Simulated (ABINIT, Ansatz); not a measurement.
An input for ABINIT 10.8.3 (AlGa3N4 (P-43m)):

```
acell 3*1.0 Angstrom
rprim 
  4.471685360000 0.000000000000 0.000000000000
  0.000000000000 4.471685360000 0.000000000000
  0.000000000000 0.000000000000 4.471685360000
ntypat 3
znucl 13 31 7
natom 8
typat 1 2 2 2 3 3 3 3
xred 
  0.000000000000 0.000000000000 0.000000000000
  0.500000000000 0.500000000000 0.000000000000
  0.500000000000 0.000000000000 0.500000000000
  0.000000000000 0.500000000000 0.500000000000
  0.755714420000 0.755714420000 0.244285580000
  0.755714420000 0.244285580000 0.755714420000
  0.244285580000 0.755714420000 0.755714420000
  0.244285580000 0.244285580000 0.244285580000
pp_dirpath "pseudos"
pseudos "Al.upf, Ga.upf, N.upf"
ecut 45
ngkpt 2 2 2
nshiftk 1
shiftk 0 0 0
kptopt 1
chksymbreak 0
istwfk *1
occopt 1
irdwfk 1
optdriver 3
nband 61
ecuteps 2.3
inclvkb 2
awtr 1
symchi 1
indata_prefix "in"
outdata_prefix "out"
tmpdata_prefix "tmp"
```

```sh
OMP_NUM_THREADS=1 mpirun -n 4 abinit run.abi > log
```

Q: Estimate wall time and host memory on 4 MPI ranks of Intel Xeon Platinum 8259CL at 2.50GHz (Skylake/Cascade Lake), shared host.

It took 21 s; on shared hardware allow 11 s to 42 s. Peak host memory was 1.1 GiB.

[Paths, hosts, dates, memory and timing lines, banners, echoed tables and standing remarks are left out of the program output.]

[Logs are printed without paths, hosts, clocks, repeated set-up lines and the standing remarks that a program may print on its own settings, such as how far it seeks lower states.]

[Runs of the session that timed out or met a known fault of the program may be left out.]

[Hosts, paths, dates, database ids (printed as entryN), source tags and the programs' standing remarks are cut or masked in the printed files.]

[G0W0 gaps are taken among the corrected bands and points alone; a level outside them can change the order at an edge.]

[Where Ansatz stands beside ABINIT at settings called matched, ABINIT's density can come from a denser mesh and the files from another edition; pairs whose starting gaps differed by over 0.03 eV were left out, so agreement reads better than it is.]
